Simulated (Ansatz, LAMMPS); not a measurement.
# Relaxing amorphous 46SiO2-54Al2O3 (mol %) (114 atoms), part 2 of 3

How does amorphous 46SiO2-54Al2O3 (mol %) (114 atoms) relax, and what do bonds, charges and levels look like afterwards?

Ansatz 0.2.0; Kohn-Sham DFT, PBE, PAW (set soft_2), plane waves.

The cell: 13 Si, 30 Al and 71 O. The quench rate of 50 K/ps is many orders above laboratory rates. The network of bonds at the start is that of the classical potential that made the cell. Only the Γ point is sampled in the main run, in a cell whose shortest periodic width is 11 Å.

So far. Step 4 (Cell and atoms relaxed): The relaxation changed the energy by -28.4 meV/atom, and atoms moved by 0.12 Å r.m.s., 0.33 Å at most.

### 6. Single point at the relaxed geometry

One more single point at the end of the walk gives the fuller output and checks the residual forces.

Contents of input.yaml:

```yaml
crystal:
  lattice:
    - [11.2503, -0.09946, 0.0623]
    - [-0.09946, 11.47174, -0.06244]
    - [0.0623, -0.06244, 11.05092]
  atoms:
    - { symbol: Si, position: [0.76527, 0.57755, 0.29495] }
    - { symbol: Si, position: [0.64276, 0.15791, 0.46792] }
    - { symbol: Si, position: [0.06581, 0.17567, 0.80571] }
    - { symbol: Si, position: [0.78976, 0.9781, 0.08298] }
    - { symbol: Si, position: [0.49163, 0.50099, 0.27071] }
    - { symbol: Si, position: [0.67805, 0.66175, 0.88295] }
    - { symbol: Si, position: [0.13095, 0.921, 0.90006] }
    - { symbol: Si, position: [0.92869, 0.52344, 0.61035] }
    - { symbol: Si, position: [0.39543, 0.41858, 0.52753] }
    - { symbol: Si, position: [0.0766, 0.32743, 0.04371] }
    - { symbol: Si, position: [0.8635, 0.82233, 0.31529] }
    - { symbol: Si, position: [0.66296, 0.26208, 0.84697] }
    - { symbol: Si, position: [0.70487, 0.22469, 0.10793] }
    - { symbol: Al, position: [0.29431, 0.78585, 0.70866] }
    - { symbol: Al, position: [0.68244, 0.40646, 0.60703] }
    - { symbol: Al, position: [0.49725, 0.85623, 0.54311] }
    - { symbol: Al, position: [0.14886, 0.97334, 0.39563] }
    - { symbol: Al, position: [0.2935, 0.9324, 0.12525] }
    - { symbol: Al, position: [0.18476, 0.60261, 0.52766] }
    - { symbol: Al, position: [0.81179, 0.15023, 0.69924] }
    - { symbol: Al, position: [0.79687, 0.87723, 0.58326] }
    - { symbol: Al, position: [0.31344, 0.55978, 0.84886] }
    - { symbol: Al, position: [0.39446, 0.72656, 0.37516] }
    - { symbol: Al, position: [0.42933, 0.13885, 0.08281] }
    - { symbol: Al, position: [0.85791, 0.51751, 0.02832] }
    - { symbol: Al, position: [0.40257, 0.03326, 0.36205] }
    - { symbol: Al, position: [0.87283, 0.87695, 0.83567] }
    - { symbol: Al, position: [0.44743, 0.67956, 0.08015] }
    - { symbol: Al, position: [0.64372, 0.9985, 0.73018] }
    - { symbol: Al, position: [0.01441, 0.25746, 0.54907] }
    - { symbol: Al, position: [0.52989, 0.89027, 0.98833] }
    - { symbol: Al, position: [0.03481, 0.76861, 0.57205] }
    - { symbol: Al, position: [0.79739, 0.33687, 0.34957] }
    - { symbol: Al, position: [0.37864, 0.26333, 0.84311] }
    - { symbol: Al, position: [0.50468, 0.61643, 0.6524] }
    - { symbol: Al, position: [0.14466, 0.74746, 0.27857] }
    - { symbol: Al, position: [0.13304, 0.58369, 0.04158] }
    - { symbol: Al, position: [0.38304, 0.99419, 0.81319] }
    - { symbol: Al, position: [0.06578, 0.21493, 0.30767] }
    - { symbol: Al, position: [0.34842, 0.41213, 0.03352] }
    - { symbol: Al, position: [0.24798, 0.18952, 0.55212] }
    - { symbol: Al, position: [0.02691, 0.66027, 0.84992] }
    - { symbol: Al, position: [0.88579, 0.08171, 0.41013] }
    - { symbol: O, position: [0.77341, 0.76599, 0.86386] }
    - { symbol: O, position: [0.65236, 0.94029, 0.06356] }
    - { symbol: O, position: [0.40145, 0.01428, 0.98411] }
    - { symbol: O, position: [0.99661, 0.77129, 0.31512] }
    - { symbol: O, position: [0.09538, 0.03924, 0.83302] }
    - { symbol: O, position: [0.68993, 0.12211, 0.82529] }
    - { symbol: O, position: [0.87807, 0.95842, 0.96878] }
    - { symbol: O, position: [0.73863, 0.11038, 0.37177] }
    - { symbol: O, position: [0.03356, 0.06246, 0.33902] }
    - { symbol: O, position: [0.77035, 0.71481, 0.35084] }
    - { symbol: O, position: [0.18619, 0.66928, 0.15483] }
    - { symbol: O, position: [0.68168, 0.30443, 0.47553] }
    - { symbol: O, position: [0.47408, 0.70014, 0.51751] }
    - { symbol: O, position: [0.45482, 0.42859, 0.15299] }
    - { symbol: O, position: [0.38767, 0.89698, 0.64857] }
    - { symbol: O, position: [0.63857, 0.88277, 0.59949] }
    - { symbol: O, position: [0.36923, 0.28604, 0.56177] }
    - { symbol: O, position: [0.79993, 0.11775, 0.117] }
    - { symbol: O, position: [0.44208, 0.88018, 0.39241] }
    - { symbol: O, position: [0.57033, 0.72032, 0.97926] }
    - { symbol: O, position: [0.32512, 0.40902, 0.85105] }
    - { symbol: O, position: [0.11487, 0.25817, 0.91698] }
    - { symbol: O, position: [0.53327, 0.93321, 0.82627] }
    - { symbol: O, position: [0.27201, 0.06266, 0.45366] }
    - { symbol: O, position: [0.90682, 0.13816, 0.56341] }
    - { symbol: O, position: [0.3584, 0.25492, 0.00941] }
    - { symbol: O, position: [0.37827, 0.65832, 0.74394] }
    - { symbol: O, position: [0.98109, 0.39544, 0.59157] }
    - { symbol: O, position: [0.41651, 0.44799, 0.38499] }
    - { symbol: O, position: [0.21884, 0.88853, 0.27394] }
    - { symbol: O, position: [0.16159, 0.92958, 0.04021] }
    - { symbol: O, position: [0.44646, 0.6431, 0.2448] }
    - { symbol: O, position: [0.62547, 0.52881, 0.31327] }
    - { symbol: O, position: [0.34567, 0.13269, 0.76351] }
    - { symbol: O, position: [0.24096, 0.6831, 0.39832] }
    [... 30 atom lines left out ...]
    - { symbol: O, position: [0.17177, 0.71616, 0.64248] }
    - { symbol: O, position: [0.8488, 0.91781, 0.43507] }
    - { symbol: O, position: [0.14268, 0.25288, 0.4456] }
    - { symbol: O, position: [0.09809, 0.89125, 0.51223] }
    - { symbol: O, position: [0.83685, 0.90184, 0.20027] }
    - { symbol: O, position: [0.61445, 0.6349, 0.75391] }
kpoints:
  mp_grid: { grid: [1, 1, 1] }
hamiltonian:
  xc: pbe
scf:
  occupations: { method: fermi_dirac, width: 0.025 }
output:
  forces: true
  stress: true
  populations: true
  dos:
    method: { smearing: { sigma: 0.08 } }
    de: 0.05
    projected: { site_lists: { Al: [Al], O: [O], Si: [Si] } }
  eigenvalues: true
  write_density: true
  write_potential: true
  volumetric_format: npy
```

Started as:

```sh
ansatz run input.yaml --threads 4 --pin off --max-ram 8192MiB --backend cpu --events-out ev --progress --plain --runs-dir out
```

It took 21 s on 4 threads of Arm Neoverse V2, shared host; peak memory 1.9 GiB.

Numbers from this run:

```yaml
free_energy: -64819.0571 eV
free_energy_per_atom: -568.5882 eV/atom
scf_cycles: 9
pressure: -0.005886 GPa
r_m_s_force_component: 0.00336 eV/Å
longest_force: 0.0147 eV/Å
fermi_energy: 5.571 eV
spacing_of_highest_filled_and_lowest_empty_level: 3.403 eV
spilling_of_the_projection: 0.0103
```

Löwdin charges by element and coordination (they lack the spilled electrons, 0.051 e an atom on average):

| element | coordination | atoms | mean charge (e) | spread | least | most |
| --- | --- | --- | --- | --- | --- | --- |
| Al | all | 30 | 1.38 | 0.0277 | 1.32 | 1.42 |
| Al | 4 | 21 | 1.39 | 0.0211 | 1.34 | 1.42 |
| Al | 5 | 8 | 1.35 | 0.018 | 1.32 | 1.39 |
| Al | 6 | 1 | 1.32 | 0 | 1.32 | 1.32 |
| O | all | 71 | -0.820 | 0.0287 | -0.883 | -0.756 |
| O | 2 | 34 | -0.814 | 0.0291 | -0.883 | -0.756 |
| O | 3 | 34 | -0.826 | 0.0282 | -0.865 | -0.783 |
| O | 4 | 3 | -0.827 | 0.0107 | -0.841 | -0.815 |
| Si | all | 13 | 1.75 | 0.0109 | 1.73 | 1.77 |

States in the cell by windows of 1 eV, zero at the Fermi level; the larger projections on atomic orbitals stand beside the total:

| from (eV) | to (eV) | total | O p | Al p |
| --- | --- | --- | --- | --- |
| -14 | -11 | 0.0 | 0.0 | 0.0 |
| -11 | -10 | 6.0 | 4.0 | 0.1 |
| -10 | -9 | 13.3 | 9.2 | 0.4 |
| -9 | -8 | 31.1 | 23.2 | 1.4 |
| -8 | -7 | 40.9 | 31.5 | 2.8 |
| -7 | -6 | 59.3 | 47.6 | 5.4 |
| -6 | -5 | 60.7 | 51.8 | 4.6 |
| -5 | -4 | 74.9 | 68.0 | 2.9 |
| -4 | -3 | 76.0 | 71.4 | 1.5 |
| -3 | -2 | 58.2 | 55.7 | 0.8 |
| -2 | -1 | 5.6 | 5.4 | 0.0 |
| -1 | 1 | 0.0 | 0.0 | 0.0 |
| 1 | 2 | 2.0 | 0.1 | 0.1 |
| 2 | 3 | 0.0 | 0.0 | 0.0 |
| 3 | 4 | 12.0 | 1.5 | 3.5 |
| 4 | 5 | 19.4 | 2.5 | 8.0 |

Between -22 and -14 eV lie 142 more states.

The levels nearest the highest filled one (over half full), pooled over k-points and spins:

| level less the highest filled one (eV) | occupation |
| --- | --- |
| -0.450 | 2 |
| -0.432 | 2 |
| -0.367 | 2 |
| -0.296 | 2 |
| -0.175 | 2 |
| 0 | 2 |
| 3.40 | 0 |
| 4.98 | 0 |
| 5.04 | 0 |
| 5.23 | 0 |
| 5.26 | 0 |
| 5.40 | 0 |

Valence density in the bc plane at fractional x = 0.378, with atoms of Si and Al and O within 0.2 Å of it. It is the smooth field of the valence electrons, not physical close to the nuclei.

Ten steps, logarithmic in the rise over the least value, from '_' (0.0 e/Å³) to '@' (6.4 e/Å³), each cell a mean:
```
@@%%**--::--++##%%##++--::::::--++%%@@%%++--..............::++##
##**==::..::--==++==------==----==++**++--::____________..::--++
==----::::::::::::::--==++**++==--------::..__________....::::--
..::--======--::....--++**##**==--::::------::....__....::::::..
..--++**####++--....::==++++==--::::--++**##++--::......::::::..
::--++%%@@%%++--::....::::::::....::==**@@@@%%++--::::::::--::::
::--==**##**==::....____________....--**%%@@%%++--::--==++++==--
::..::------::..........____........::==****++--::--==##@@@@##==
..____........--==++==--::::::::::::..::::--::::::--++##@@@@##==
..________..::++%%@@%%++==----====--::............::--++####++--
__________..--**@@@@@@**==::--====--::....::::::::..::------::..
............::==######++--::--==--::......::----::......::......
::::::::......::----------==++==--........::----::::::----::::..
::----::::..____......::==**##**==::......::::::::::--==++==--::
....::::....__________::==##%%##++::......::......--==++**++==::
....::::..____________..--**##**==::....::::::....::--======--::
--====--::______________::--==--::::::--====--::....::::::::::::
++####++--..____________....::::..::::==++++==::....__........--
##@@@@%%==::__________..::::--::::..::==++++--::............::==
**%%@@##==::..________::--====--::....::----::::::--------::::==
==++**++--::..........::==++==--::......::::::::==**##**++--::--
------::::::--====--::::--====--::--------::::--++##@@%%**==::::
++++==--::--++##%%##++--::::::--==**##**++--::--==**%%##++----==
%%%%**==::--**%%@@%%**--::..::--**%%@@@@**--::::::--====----==##
```
Columns run along b (11.5 Å), rows up along c (11.1 Å). Atoms in or near the plane, at fractional coordinates: Si at (0.42, 0.53), Al at (0.73, 0.38), Al at (0.26, 0.84), Al at (0.99, 0.81), O at (0.90, 0.65), O at (0.29, 0.56), O at (0.66, 0.74), O at (0.06, 0.21), O at (0.57, 0.00).

Electrostatic potential energy in the bc plane at fractional x = 0.378, with atoms of Si and Al and O within 0.2 Å of it. With pseudopotentials it is smooth inside the atoms' cores, unlike the true potential.

Values in eV, 13 rows by 16 columns, each cell a mean:
```
-22   4   7  -3 -13   1  -4  -1  -7 -18   4   7   8   8   7  -4
 -6   4   5  -7  -6  -5  -5   2  -5  -7   4   8   8   8   3  -7
 -7  -9 -16  -7  -8  -3   3   6  -2  -6 -14   0   5   5  -1  -8
 -1  -1  -9   6   5   7   9   8   6   0 -29 -12  -3   0  -5  -2
  9  10   9   9   4   6   4   5   7   6   5   5   2  -9 -34  -3
 10   9   8   2 -31 -21 -27 -21   3   7   8   7   6   4   1   8
  6   7   8   8  -2  -5 -29 -22   4   8   6   3   3   5   7   7
 -8  -5   6   9  10   8  -4 -16   6   7  -3  -9  -9   2   2  -1
 -8  -8   5   9  10  10   4  -6   6   6  -3 -10 -10   3   5  -5
-11 -11   8   9  10  10   9   6   5   6   2   2   4   7   7   4
-18 -23   2   6   9   9   8   7   8   7   5   5   7   6   3   3
  3  -6 -11  -1   7   4  -5  -1   7   5  -5  -5  -6 -26  -3  -1
-15  -4  -6 -15 -26  -5  -9 -10 -11 -25  -4  -1   3  -4   5  -1
```
Columns run along b (11.5 Å; values clipped at the 3rd and 97th percentile), rows up along c (11.1 Å). Atoms in or near the plane, at fractional coordinates: Si at (0.42, 0.53), Al at (0.73, 0.38), Al at (0.26, 0.84), Al at (0.99, 0.81), O at (0.90, 0.65), O at (0.29, 0.56), O at (0.66, 0.74), O at (0.06, 0.21), O at (0.57, 0.00).

Mean Löwdin charges: Al +1.38, O -0.82, Si +1.75 e (they miss 1.0 % of the electrons, so they add up to more than the cell's charge).

Local excerpt of 12 atoms (numbers count through the whole input) about Al20, which has 6 bonded neighbours where the commonest count for Al is 4; x, y, z are measured from there.

| atom | x | y | z | distance (Å) | bonds | Löwdin charge (e) |
| --- | --- | --- | --- | --- | --- | --- |
| Al20 | 0.00 | 0.00 | 0.00 | 0.00 | 6 | 1.32 |
| O108 | 1.30 | 0.50 | 1.04 | 1.74 | 2 | -0.81 |
| O68 | 1.06 | -0.14 | -1.49 | 1.84 | 3 | -0.85 |
| O49 | -1.36 | -0.32 | 1.39 | 1.97 | 3 | -0.80 |
| O100 | -1.65 | -0.44 | -1.04 | 2.00 | 3 | -0.79 |
| O83 | -0.03 | -2.03 | 0.23 | 2.05 | 4 | -0.81 |
| O91 | -0.89 | 1.86 | 0.24 | 2.08 | 3 | -0.79 |
| Al29 | -1.87 | -1.73 | 0.34 | 2.57 | 5 | 1.35 |
| Si12 | -1.68 | 1.29 | 1.62 | 2.66 | 4 | 1.74 |
| Al30 | 2.26 | 1.22 | -1.65 | 3.05 | 5 | 1.35 |
| Si3 | 2.86 | 0.26 | 1.19 | 3.11 | 4 | 1.77 |
| Si2 | -1.92 | 0.12 | -2.57 | 3.21 | 4 | 1.73 |

The column of bonds counts only the pairs O-Al within 2.49 Å, O-Si within 2.12 Å; other neighbours, such as metal atoms beside each other in a compound, aren't counted, and periodic images can show an atom twice.

### 7. K-mesh 2×2×2

Large cells are often run on few k-points; this run checks whether the reference had enough.

Changes to input.yaml since step 6:

```diff
@@ -8,3 +8,3 @@
 kpoints:
-  mp_grid: { grid: [1, 1, 1] }
+  mp_grid: { grid: [2, 2, 2] }
 hamiltonian:
@@ -22,4 +22 @@
   eigenvalues: true
-  write_density: true
-  write_potential: true
-  volumetric_format: npy
```

Elapsed: 3.3 min, on 4 threads; peak memory 6.1 GiB.

The program notes that it cut back its work space to fit the memory limit.

Geometry and reference: those of the single point at the relaxed geometry.

Forces differ from those of the single point at the relaxed geometry by 3.4 meV/Å r.m.s.; the energy by -0.92 meV/atom and the gap by -0.015 eV. It took 3.3 min and 9 cycles; the reference's time can't be set against it, since the two runs asked for unlike analyses.

### 8. Functional HSE06

HSE06 mixes in a quarter of exact exchange at short range, which counters self-interaction, at a higher cost.

This step: Kohn-Sham DFT, HSE06, PAW (set soft_2), plane waves (Ansatz 0.2.0).

Changes to input.yaml since step 7:

```diff
@@ -8,5 +8,5 @@
 kpoints:
-  mp_grid: { grid: [2, 2, 2] }
+  mp_grid: { grid: [1, 1, 1] }
 hamiltonian:
-  xc: pbe
+  xc: hse06
 scf:
```

It took 5.2 min on 4 threads; peak memory 4.6 GiB; 20 min of CPU time.

The program notes that the exchange threshold is loose for the stress and the SCF threshold is loose for the stress.

Geometry and reference: those of the single point at the relaxed geometry.

Forces differ from those of the single point at the relaxed geometry by 145 meV/Å r.m.s.; the pressure by -5.2 GPa and the gap by +1.7 eV. It took 5.2 min and 15 cycles; the reference's time can't be set against it, since the two runs asked for unlike analyses.

Read from the output:

```
free energy                                      : -64830.8406 eV
free energy per atom                             : -568.6916 eV/atom
SCF cycles                                       : 15
pressure                                         : -5.169 GPa
r.m.s. force component                           : 0.1446 eV/Å
longest force                                    : 0.5518 eV/Å
Fermi energy                                     : 5.155 eV
gap (highest filled to lowest empty level) : 5.117 eV
spilling of the projection                       : 0.01064
```

Length of the force by element and coordination:

| element | coordination | atoms | mean length of the force (eV/Å) | spread | least | most |
| --- | --- | --- | --- | --- | --- | --- |
| Al | all | 30 | 0.121 | 0.048 | 0.0152 | 0.195 |
| Al | 4 | 21 | 0.129 | 0.0411 | 0.0493 | 0.188 |
| Al | 5 | 8 | 0.101 | 0.0599 | 0.0152 | 0.195 |
| Al | 6 | 1 | 0.111 | 0 | 0.111 | 0.111 |
| O | all | 71 | 0.279 | 0.119 | 0.0426 | 0.552 |
| O | 2 | 34 | 0.344 | 0.110 | 0.133 | 0.552 |
| O | 3 | 34 | 0.225 | 0.0917 | 0.0426 | 0.429 |
| O | 4 | 3 | 0.152 | 0.0626 | 0.0965 | 0.240 |
| Si | all | 13 | 0.0822 | 0.0352 | 0.0385 | 0.155 |

[end of part 2 of 3]

[Logs are printed without paths, hosts, clocks, repeated set-up lines and the standing remarks that a program may print on its own settings, such as how far it seeks lower states.]

[Hosts, paths, dates, database ids (printed as entryN), source tags and the programs' standing remarks are cut or masked in the printed files.]
